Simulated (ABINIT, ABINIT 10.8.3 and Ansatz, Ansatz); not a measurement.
## BiOBr (P4/nmm): Bethe-Salpeter spectra with ABINIT

Wanted: excitons and ε₂ of BiOBr (P4/nmm), with cost.

Method: PBEsol and many-body steps on it, plane waves, in ABINIT 10.8.3 and Ansatz 0.2.0.

The database entry behind the starting cell differs from later determinations by our own check (0.1 to 0.3 % short, probably kX units), so it need not match the best structure at ambient conditions.

**1. Starting point**

It takes space group P4/nmm (No. 129, tetragonal). The conventional cell has a = 3.916 Å, b = 3.916 Å, c = 8.077 Å, α = 90.00°, β = 90.00°, γ = 90.00°. Nearest to Bi lie 4 O at 2.32 Å and 4 Br at 3.18 Å. Nearest to Br lie 4 Bi at 3.18 Å. Nearest to O lie 4 Bi at 2.32 Å. Farther neighbours and most contacts between anions are not listed.

The cell and positions come from the Crystallography Open Database and are kept as given unless a step says otherwise. Spin-orbit coupling is left out unless a step names it.

**2. Empty states on the mesh, 4×4×2 mesh, 116 bands**

This step: ABINIT 10.8.3; DFT, PBEsol, plane waves, norm-conserving pseudopotentials.

The sums over transitions need many empty states on a uniform mesh; this step solves for them.

Contents of run.abi:

```
acell 3*1.0 Angstrom
rprim 
  3.916000000000 0.000000000000 0.000000000000
  0.000000000000 3.916000000000 0.000000000000
  0.000000000000 0.000000000000 8.077000000000
ntypat 3
znucl 83 35 8
natom 6
typat 1 1 2 2 3 3
xred 
  0.000000000000 0.500000000000 0.154000000000
  0.500000000000 0.000000000000 0.846000000000
  0.000000000000 0.500000000000 0.653000000000
  0.500000000000 0.000000000000 0.347000000000
  0.000000000000 0.000000000000 0.000000000000
  0.500000000000 0.500000000000 0.000000000000
pp_dirpath "pseudos"
pseudos "Bi.upf, Br.upf, O.upf"
ecut 42
ngkpt 4 4 2
nshiftk 1
shiftk 0 0 0
kptopt 1
chksymbreak 0
iscf -2
irdden 1
istwfk *1
nband 116
nbdbuf 10
tolwfr 1e-09
nstep 60
prtvol 0
indata_prefix "in"
outdata_prefix "out"
tmpdata_prefix "tmp"
```

Command:

```console
$ OMP_NUM_THREADS=1 mpirun -n 8 abinit run.abi > log
```

Numbers of over 12 decimals in the logs are rounded to 6 here.

Output:

```text
.Version 10.8.3 of ABINIT. v10.8.2 released Aug 2026.

 Symmetries : space group P4/n m m (#129); Bravais tP (primitive tetrag.)
[... echo of the input left out ...]
== DATASET  1 ==================================================================
-   mpi_nproc: 8, omp_nthreads: 1 (-1 if OMP is not activated)
-    --> not optimal distribution: autoparal keyword recommended in input file <--

--- !DatasetInfo
iteration_state: {dtset: 1, }
dimensions: {natom: 6, nkpt: 12, mband: 116, nsppol: 1, nspinor: 1, nspden: 1, mpw: 10904, }
cutoff_energies: {ecut:  42.0, pawecutdg:  -1.0, }
[...]
1.22905    1.28778    1.30468    1.31431    1.31431    1.32565    1.32565    1.34851
   1.35601    1.36457    1.37034    1.37661    1.38630    1.38630    1.38739    1.38739
   1.40141    1.48453    1.48561    1.50188
 prteigrs : prtvol=0 or 1, do not print more k-points.

== END DATASET(S) ==============================================================
================================================================================

 -outvars: echo values of variables after computation  --------
            nband         116
             nkpt          12
          spgroup         129
 [... the other variables as echoed above ...]

 Calculation completed.
```

Elapsed: 3.6 min, on 8 MPI ranks of Arm Neoverse N1, shared host; peak memory 0.92 GiB.

Numbers from this step:

```yaml
gap: 2.207 eV
k_of_the_valence_top: 0.5, 0, 0.5
k_of_the_conduction_bottom: 0, 0, 0.5
least_direct_gap: 2.272 eV
k_points_computed: 12
lowest_point_of_the_top_converged_band_above_the_valence_top: 30.09 eV
```

On this mesh the gap is 2.207 eV.

The density comes from a self-consistent run that is not shown.

**3. Screening, 4×4×2 mesh, 106 bands, screening to 98 eV**

The RPA dielectric matrix is built and inverted for each q.

This step: RPA screening on PBEsol, plane waves, norm-conserving pseudopotentials.

Edit run.abi of step 2 so:

```diff
@@ -24,10 +24,11 @@
 chksymbreak 0
-iscf -2
-irdden 1
 istwfk *1
-nband 116
-nbdbuf 10
-tolwfr 1e-09
-nstep 60
-prtvol 0
+occopt 1
+irdwfk 1
+optdriver 3
+nband 106
+ecuteps 3.6
+inclvkb 2
+awtr 1
+symchi 1
 indata_prefix "in"
```

Output:

```text
.Version 10.8.3 of ABINIT. v10.8.2 released Aug 2026.

 Symmetries : space group P4/n m m (#129); Bravais tP (primitive tetrag.)
[... echo of the input left out ...]
== DATASET  1 ==================================================================
-   mpi_nproc: 8, omp_nthreads: 1 (-1 if OMP is not activated)

--- !DatasetInfo
iteration_state: {dtset: 1, }
dimensions: {natom: 6, nkpt: 12, mband: 106, nsppol: 1, nspinor: 1, nspden: 1, mpw: 10904, }
cutoff_energies: {ecut:  42.0, pawecutdg:  -1.0, }
[...]
--------------------------------------------------------------------------------
[... chi0 elements left out ...]
 For q-point:  0.000010 0.000020 0.000030
  dielectric constant =   6.7902
  dielectric constant without local fields =   7.6934

  Average fulfillment of the sum rule on Im[epsilon] for q-point    1 :     37.95  [%]
[... wings left out ...]
  q-point number  2        q = ( 0.250000, 0.000000, 0.000000) [r.l.u.]
--------------------------------------------------------------------------------
[... chi0 elements left out ...]
  Average fulfillment of the sum rule on Im[epsilon] for q-point    2 :     45.21  [%]

 [... 10 further q-points ...]
```

Elapsed: 4.7 min, on 8 MPI ranks; peak memory 6.1 GiB.

This step gave:

- ε∞ with local fields, on this mesh, along the program's q direction: 6.790
- the same without local fields: 7.693
- plasma frequency: 32.00 eV
- plane waves in the screening matrix: 265

Local fields lower ε∞ by 12 %. On a Γ-centred mesh this coarse the value itself is usually too large, while a short band sum pulls it down.

**4. Self-energy, 4×4×2 mesh, 106 bands, screening to 98 eV**

The self-energy is evaluated for the states that the input lists, and the levels follow from it, in one-shot runs by the linearised quasiparticle equation.

This step: G0W0 on PBEsol, plane waves, norm-conserving pseudopotentials.

Edit run.abi of step 3 so:

```diff
@@ -27,8 +27,19 @@
 irdwfk 1
-optdriver 3
+optdriver 4
 nband 106
+gwcalctyp 0
+ecutsigx 42
+symsigma 1
+nkptgw 3
+kptgw 
+  0.5000000000 0.0000000000 0.5000000000
+  0.0000000000 0.0000000000 0.5000000000
+  0.0000000000 0.0000000000 0.0000000000
+bdgw 
+  45 48
+  44 48
+  44 48
 ecuteps 3.6
-inclvkb 2
-awtr 1
-symchi 1
+irdscr 1
+ppmodel 1
 indata_prefix "in"
```

Output:

```text
.Version 10.8.3 of ABINIT. v10.8.2 released Aug 2026.

 Symmetries : space group P4/n m m (#129); Bravais tP (primitive tetrag.)
[... echo of the input left out ...]
== DATASET  1 ==================================================================
-   mpi_nproc: 8, omp_nthreads: 1 (-1 if OMP is not activated)

--- !DatasetInfo
iteration_state: {dtset: 1, }
dimensions: {natom: 6, nkpt: 12, mband: 106, nsppol: 1, nspinor: 1, nspden: 1, mpw: 10904, }
cutoff_energies: {ecut:  42.0, pawecutdg:  -1.0, }
[...]
Band     E0 <VxcDFT>   SigX SigC(E0)      Z dSigC/dE  Sig(E)    E-E0       E
[...]
47   7.650 -12.999  -9.054  -2.754   0.833  -0.200 -12.006   0.992   8.642
       48   8.580 -13.313  -9.741  -2.524   0.831  -0.204 -12.442   0.871   9.450

== END DATASET(S) ==============================================================
================================================================================

 -outvars: echo values of variables after computation  --------
           etotal      0.0000000000E+00
            nband         106
             nkpt          12
          spgroup         129
 [... the other variables as echoed above ...]

 Calculation completed.
```

The job ended after 35 s (8 MPI ranks; peak memory 4.1 GiB).

This step gave:

- G0W0 gap on the points computed: 3.650 eV
- starting gap on the mesh: 2.207 eV
- k of the valence top: 0.5, 0, 0.5
- k of the conduction bottom: 0, 0, 0.5
- least direct G0W0 gap on the computed points: 4.215 eV

The gap on the mesh goes from 2.21 eV to 3.65 eV, a correction of +1.44 eV.

The gap opens by 1.443 eV; the next steps shift the empty bands rigidly by 1.443 eV. The least direct G0W0 gap is 4.215 eV, so this shift leaves the direct transitions −0.50 eV off.

**5. Excitons**

Light makes an electron and a hole together. The Bethe-Salpeter equation adds their screened attraction and their exchange, in a window of bands around the gap.

This step: Bethe-Salpeter equation on PBEsol with a scissors shift, plane waves, norm-conserving pseudopotentials.

Edit run.abi of step 4 so:

```diff
@@ -27,19 +27,17 @@
 irdwfk 1
-optdriver 4
-nband 106
-gwcalctyp 0
-ecutsigx 42
-symsigma 1
-nkptgw 3
-kptgw 
-  0.5000000000 0.0000000000 0.5000000000
-  0.0000000000 0.0000000000 0.5000000000
-  0.0000000000 0.0000000000 0.0000000000
-bdgw 
-  45 48
-  44 48
-  44 48
+optdriver 99
+bs_calctype 1
+mbpt_sciss 1.443 eV
+bs_loband 36
+nband 53
+bs_exchange_term 1
+bs_coulomb_term 11
+bs_coupling 0
+bs_algorithm 1
+bs_freq_mesh 0 10 0.1 eV
+zcut 0.15 eV
 ecuteps 3.6
+ecutwfn 21
+inclvkb 2
 irdscr 1
-ppmodel 1
 indata_prefix "in"
```

Output:

```text
.Version 10.8.3 of ABINIT. v10.8.2 released Aug 2026.

 Symmetries : space group P4/n m m (#129); Bravais tP (primitive tetrag.)
[... echo of the input left out ...]
== DATASET  1 ==================================================================
-   mpi_nproc: 8, omp_nthreads: 1 (-1 if OMP is not activated)

--- !DatasetInfo
iteration_state: {dtset: 1, }
dimensions: {natom: 6, nkpt: 12, mband: 53, nsppol: 1, nspinor: 1, nspden: 1, mpw: 3872, }
cutoff_energies: {ecut:  21.0, pawecutdg:  -1.0, }
electrons: {nelect:   9.20000000E+01, charge:   0.00000000E+00, occopt:   1.00000000E+00, tsmear:   1.00000000E-02, }

 Exciton: Calculation of dielectric properties by solving the Bethe-Salpeter equation
 in frequency domain and reciprocal space on a transitions basis set.
 Based on a program developed by L. Reining, V. Olevano, F. Sottile,
 S. Albrecht, and G. Onida. Incorporated in ABINIT by M. Giantomassi.

.Using double precision arithmetic ; gwpc =  8

[... cell and pseudopotentials left out ...]
--------------------------------------------------------------------------------

 ==== K-mesh for the wavefunctions ====
 Number of points in the irreducible wedge :    12
[... list of points left out ...]
 Together with 16 symmetry operations and time-reversal symmetry
 yields    32 points in the full Brillouin Zone.

 ==== Q-mesh for the screening function ====
 Number of points in the irreducible wedge :    12
[... list of points left out ...]
 Together with 16 symmetry operations and time-reversal symmetry
 yields    32 points in the full Brillouin Zone.

 vcoul_init : cutoff-mode = AUXILIARY_FUNCTION
 q-points for optical limit:   1
     1)      0.000010    0.000020    0.000030
 setmesh: FFT mesh size selected  =    24x   24x   45
          total number of points  =        25920

 ==== Fundamental parameters for the solution of the Bethe-Salpeter equation: ====
 Algorithm: Direct diagonalization.
 Dimension of the v, W matrices,  npweps  = 265
 Cutoff for the wavefunctions,    npwwfn  = 3847
 Number of k-points in the IBZ,   nkibz   = 12
 Highest empty band included,     nband   = 53
 === Spin UP ===
 Number of resonant transitions          2464
 Lowest occupied state                   36
 Highest occupied state                  46
 Lowest unoccupied state                 47
 Highest unoccupied state                53
 Minimum frequency [eV]           Emin    =   0.00
 Maximum frequency [eV]           Emax    =  10.00
 Frequency step [eV]              dE      =   0.10
 Lorentzian broadening [eV]       eta     =   0.15
 RPA L0 with KS energies and KS wavefunctions
 Scissors operator energy [eV] =          1.44
 Local fields effects (v term) included
 Excitonic effects (W term) included
 Full W_GG' included
 W is read from an external SCR file
 Resonant-only calculation (Hermitian case)

 Calculating epsilon_Macro(q-->0,w), along the following directions:
 q = (  1.177773  0.000000  0.000000) [r.l.u.]
 q = (  0.000000  1.177773  0.000000) [r.l.u.]
 q = (  0.000000  0.000000  2.429232) [r.l.u.]
 q = (  1.177773  0.000000  0.000000) [r.l.u.]
 q = (  0.000000  1.177773  0.000000) [r.l.u.]
 q = (  0.000000  0.000000  2.429232) [r.l.u.]
 Number of electrons calculated from density =   91.8520; Expected =   92.0000
 average of density, n =  0.109890
 r_s =    1.2951
 omega_plasma =   31.9767 [eV]

. Writing resonant excitonic Hamiltonian on file out_BSR; file size=   0.05 [Gb].
 Direct diagonalization of the resonant excitonic Hamiltonian, Matrix size= 2464
. Using LAPACK sequential version.
 Excitonic eigenvalues in eV up to n=   32
   3.36999   3.66576   3.66582   3.69951   3.99653   3.99660   4.11198   4.13711
   4.16527   4.16533   4.40818   4.41588   4.42890   4.43972   4.45300   4.45318
   4.46917   4.46941   4.47208   4.48029   4.48656   4.49544   4.51150   4.56204
   4.77094   4.77119   4.85853   4.86156   4.86522   4.87315   4.87624   4.88199

 First excitonic eigenvalue=    3.37 [eV]
 Last  excitonic eigenvalue=   18.31 [eV]

 GW  direct gap       3.71  0.00 [eV]
 EXC direct gap       3.37  0.00 [eV]
 EXC binding energy   0.34  0.00 [eV]

 Excitonic eigenvalues up to the GW energy gap [eV]
  1 (  3.37  0.00)
  2 (  3.67  0.00)
  3 (  3.67  0.00)
  4 (  3.70  0.00)

 Macroscopic dielectric function:
 omega [eV] <KS_RPA_nlf>  <GW_RPA_nlf>  <BSE>
   0.0000   6.5971   0.0000   5.3101   0.0000   5.7690   0.0000
   0.1000   6.5998   0.0080   5.3112   0.0033   5.7706   0.0047
   0.2000   6.6078   0.0161   5.3146   0.0067   5.7753   0.0095
   0.3000   6.6212   0.0243   5.3201   0.0101   5.7832   0.0143
   0.4000   6.6401   0.0327   5.3280   0.0135   5.7943   0.0192
   0.5000   6.6646   0.0414   5.3381   0.0170   5.8087   0.0242
   0.6000   6.6950   0.0504   5.3506   0.0205   5.8265   0.0293
   0.7000   6.7315   0.0598   5.3654   0.0241   5.8476   0.0345
   0.8000   6.7744   0.0697   5.3827   0.0279   5.8723   0.0399
   0.9000   6.8240   0.0803   5.4025   0.0317   5.9007   0.0455

 Writing KS-RPA macroscopic dielectric function without local fields to file: out_RPA_NLF_MDF
 Writing GW-RPA macroscopic dielectric function without local fields to file: out_GW_NLF_MDF
 Writing EXC Macroscopic dielectric function to file: out_EXC_MDF

== END DATASET(S) ==============================================================
================================================================================

 -outvars: echo values of variables after computation  --------
           etotal      0.0000000000E+00
            nband          53
             nkpt          12
          spgroup         129
 [... the other variables as echoed above ...]

 Calculation completed.
```

Run time: 6.3 min. Hardware: 8 MPI ranks; peak memory 1.6 GiB; 50 min of CPU time.

This step gave:

* direct gap of the transition levels: 3.715 eV
* transitions in the window: 2464
* first strong exciton (over a fiftieth of the strongest listed): 3.700 eV
* lowest state: 3.370 eV
* binding of the lowest state below the direct gap: 0.3448 eV
* Coulomb term of one mesh cell: 0.3806 eV

The binding is 0.91 times the screened Coulomb term of one mesh cell (0.38 eV), so it is not shown settled.

The lowest state lies at 3.370 eV, 0.345 eV under the direct gap.

Lines within 3 meV are set at the lowest of them, and the highest group, which the list may cut short, is left out. Exciton lines, with heights relative to the strongest:

| position (eV) | lines merged | oscillator strength, relative |
| --- | --- | --- |
| 3.370 | 1 | 0.0 |
| 3.666 | 2 | 0.1 |
| 3.700 | 1 | 31 |
| 3.997 | 2 | 100 |
| 4.112 | 1 | 2.9 |
| 4.137 | 1 | 9.3 |
| 4.165 | 2 | 60 |
| 4.408 | 1 | 89 |
| 4.416 | 1 | 75 |
| 4.429 | 1 | 3.7 |
| 4.440 | 1 | 1.6 |

The ε₂ has structure finer than the step of the table below, so its rows give means over 0.25 eV, whole bins alone (the curve runs from 0 to 10 eV). Peaks (eV: height): BSE 4.400: 8.32, 5.200: 17.1; no electron-hole interaction 4.800: 5.67, 6.100: 14.0, 7.300: 10.4; Kohn-Sham, no shift 4.700: 14.1.

Mean over the three Cartesian directions of q; broadening 0.15 eV; transition window only. Limits: finite bands, cutoff and mesh; no spin-orbit coupling; coarse k mesh; exciton not shown settled in the k mesh. Table of ε₂ by photon energy; means over each step:

| photon energy (eV) | BSE | no electron-hole interaction | Kohn-Sham, no shift |
| --- | --- | --- | --- |
| 0.25 | 0.0119 | 0.00841 | 0.0203 |
| 0.50 | 0.0242 | 0.0170 | 0.0416 |
| 0.75 | 0.0373 | 0.0260 | 0.0649 |
| 1.00 | 0.0515 | 0.0357 | 0.0920 |
| 1.25 | 0.0676 | 0.0462 | 0.125 |
| 1.50 | 0.0862 | 0.0581 | 0.168 |
| 1.75 | 0.109 | 0.0717 | 0.229 |
| 2.00 | 0.136 | 0.0877 | 0.328 |
| 2.25 | 0.172 | 0.107 | 0.538 |
| 2.50 | 0.220 | 0.131 | 1.17 |
| 2.75 | 0.290 | 0.163 | 2.00 |
| 3.00 | 0.403 | 0.206 | 3.27 |
| 3.25 | 0.621 | 0.270 | 4.57 |
| 3.50 | 1.24 | 0.382 | 4.47 |
| 3.75 | 2.65 | 0.649 | 5.45 |
| 4.00 | 5.00 | 1.38 | 8.73 |
| 4.25 | 6.46 | 2.29 | 12.7 |
| 4.50 | 7.10 | 3.52 | 13.6 |
| 4.75 | 7.11 | 4.86 | 13.7 |
| 5.00 | 12.3 | 4.33 | 12.4 |
| 5.25 | 16.1 | 6.05 | 10.9 |
| 5.50 | 13.6 | 9.79 | 9.83 |
| 5.75 | 12.7 | 13.2 | 9.53 |
| 6.00 | 10.4 | 13.6 | 9.50 |
| 6.25 | 8.27 | 13.6 | 7.18 |
| 6.50 | 7.43 | 11.8 | 5.76 |
| 6.75 | 6.83 | 11.0 | 4.40 |
| 7.00 | 6.66 | 9.40 | 4.01 |
| 7.25 | 5.01 | 9.80 | 3.92 |
| 7.50 | 4.01 | 9.07 | 3.36 |
| 7.75 | 3.09 | 6.73 | 3.00 |
| 8.00 | 2.84 | 5.46 | 2.17 |
| 8.25 | 2.99 | 4.20 | 2.12 |
| 8.50 | 2.41 | 4.06 | 2.02 |
| 8.75 | 2.46 | 3.77 | 1.66 |
| 9.00 | 3.08 | 3.31 | 1.66 |
| 9.25 | 3.12 | 2.82 | 1.99 |
| 9.50 | 2.79 | 2.08 | 2.28 |
| 9.75 | 2.15 | 2.15 | 1.69 |

**6. Triplet (no exchange term)**

Edit run.abi of step 5 so:

```diff
@@ -30,5 +30,5 @@
 mbpt_sciss 1.443 eV
-bs_loband 36
-nband 53
-bs_exchange_term 1
+bs_loband 37
+nband 51
+bs_exchange_term 0
 bs_coulomb_term 11
@@ -36,3 +36,3 @@
 bs_algorithm 1
-bs_freq_mesh 0 10 0.1 eV
+bs_freq_mesh 0 8 0.05 eV
 zcut 0.15 eV
```

Output:

```text
.Version 10.8.3 of ABINIT. v10.8.2 released Aug 2026.

 Symmetries : space group P4/n m m (#129); Bravais tP (primitive tetrag.)
[... echo of the input left out ...]
== DATASET  1 ==================================================================
-   mpi_nproc: 8, omp_nthreads: 1 (-1 if OMP is not activated)

--- !DatasetInfo
iteration_state: {dtset: 1, }
dimensions: {natom: 6, nkpt: 12, mband: 51, nsppol: 1, nspinor: 1, nspden: 1, mpw: 3872, }
cutoff_energies: {ecut:  21.0, pawecutdg:  -1.0, }
electrons: {nelect:   9.20000000E+01, charge:   0.00000000E+00, occopt:   1.00000000E+00, tsmear:   1.00000000E-02, }

 Exciton: Calculation of dielectric properties by solving the Bethe-Salpeter equation
 in frequency domain and reciprocal space on a transitions basis set.
 Based on a program developed by L. Reining, V. Olevano, F. Sottile,
 S. Albrecht, and G. Onida. Incorporated in ABINIT by M. Giantomassi.

.Using double precision arithmetic ; gwpc =  8

[... cell and pseudopotentials left out ...]
--------------------------------------------------------------------------------

 ==== K-mesh for the wavefunctions ====
 Number of points in the irreducible wedge :    12
[... list of points left out ...]
 Together with 16 symmetry operations and time-reversal symmetry
 yields    32 points in the full Brillouin Zone.

 ==== Q-mesh for the screening function ====
 Number of points in the irreducible wedge :    12
[... list of points left out ...]
 Together with 16 symmetry operations and time-reversal symmetry
 yields    32 points in the full Brillouin Zone.

 vcoul_init : cutoff-mode = AUXILIARY_FUNCTION
 q-points for optical limit:   1
     1)      0.000010    0.000020    0.000030
 setmesh: FFT mesh size selected  =    24x   24x   45
[...]
Number of electrons calculated from density =   91.8520; Expected =   92.0000
 average of density, n =  0.109890
 r_s =    1.2951
 omega_plasma =   31.9767 [eV]

. Writing resonant excitonic Hamiltonian on file out_BSR; file size=   0.02 [Gb].
 Direct diagonalization of the resonant excitonic Hamiltonian, Matrix size= 1600
. Using LAPACK sequential version.
 Excitonic eigenvalues in eV up to n=   32
   3.35273   3.66001   3.66015   3.68410   3.98844   3.98852   4.08464   4.09456
   4.15980   4.15993   4.39046   4.40017   4.41862   4.42682   4.44626   4.44690
   4.44703   4.46373   4.46575   4.46618   4.46968   4.48035   4.49466   4.53364
   4.76040   4.76086   4.81471   4.84909   4.85158   4.85633   4.85964   4.86272

 First excitonic eigenvalue=    3.35 [eV]
 Last  excitonic eigenvalue=   10.80 [eV]

 GW  direct gap       3.71  0.00 [eV]
 EXC direct gap       3.35  0.00 [eV]
 EXC binding energy   0.36  0.00 [eV]

 Excitonic eigenvalues up to the GW energy gap [eV]
  1 (  3.35  0.00)
  2 (  3.66  0.00)
  3 (  3.66  0.00)
  4 (  3.68  0.00)

 Macroscopic dielectric function:
 omega [eV] <KS_RPA_nlf>  <GW_RPA_nlf>  <BSE>
   0.0000   6.0393   0.0000   4.8406   0.0000   5.4986   0.0000
   0.0500   6.0400   0.0039   4.8408   0.0016   5.4990   0.0026
   0.1000   6.0419   0.0077   4.8416   0.0032   5.5003   0.0051
[...]
0.4000   6.0807   0.0315   4.8576   0.0128   5.5259   0.0207
   0.4500   6.0918   0.0357   4.8621   0.0145   5.5332   0.0234

 Writing KS-RPA macroscopic dielectric function without local fields to file: out_RPA_NLF_MDF
 Writing GW-RPA macroscopic dielectric function without local fields to file: out_GW_NLF_MDF
 Writing EXC Macroscopic dielectric function to file: out_EXC_MDF

== END DATASET(S) ==============================================================
================================================================================

 -outvars: echo values of variables after computation  --------
           etotal      0.0000000000E+00
            nband          51
             nkpt          12
          spgroup         129
 [... the other variables as echoed above ...]

 Calculation completed.
```

The job ended after 2.5 min (8 MPI ranks; peak memory 1.5 GiB; 20 min of CPU time).

The lowest triplet lies at 3.353 eV; triplets are dark, so no spectrum is read.

(Continued in part 2 of 3.)

[Paths, hosts, dates, memory and timing lines, banners, echoed tables and standing remarks are left out of the program output.]

[Logs are printed without paths, hosts, clocks, repeated set-up lines and the standing remarks that a program may print on its own settings, such as how far it seeks lower states.]

[Runs of the session that timed out or met a known fault of the program may be left out.]

[No measured gap is set beside runs whose start may be inverted or whose files or cutoffs have a known fault.]

[Hosts, paths, dates, database ids (printed as entryN), source tags and the programs' standing remarks are cut or masked in the printed files.]

[G0W0 gaps are taken among the corrected bands and points alone; a level outside them can change the order at an edge.]

[Where Ansatz stands beside ABINIT at settings called matched, ABINIT's density can come from a denser mesh and the files from another edition; pairs whose starting gaps differed by over 0.03 eV were left out, so agreement reads better than it is.]
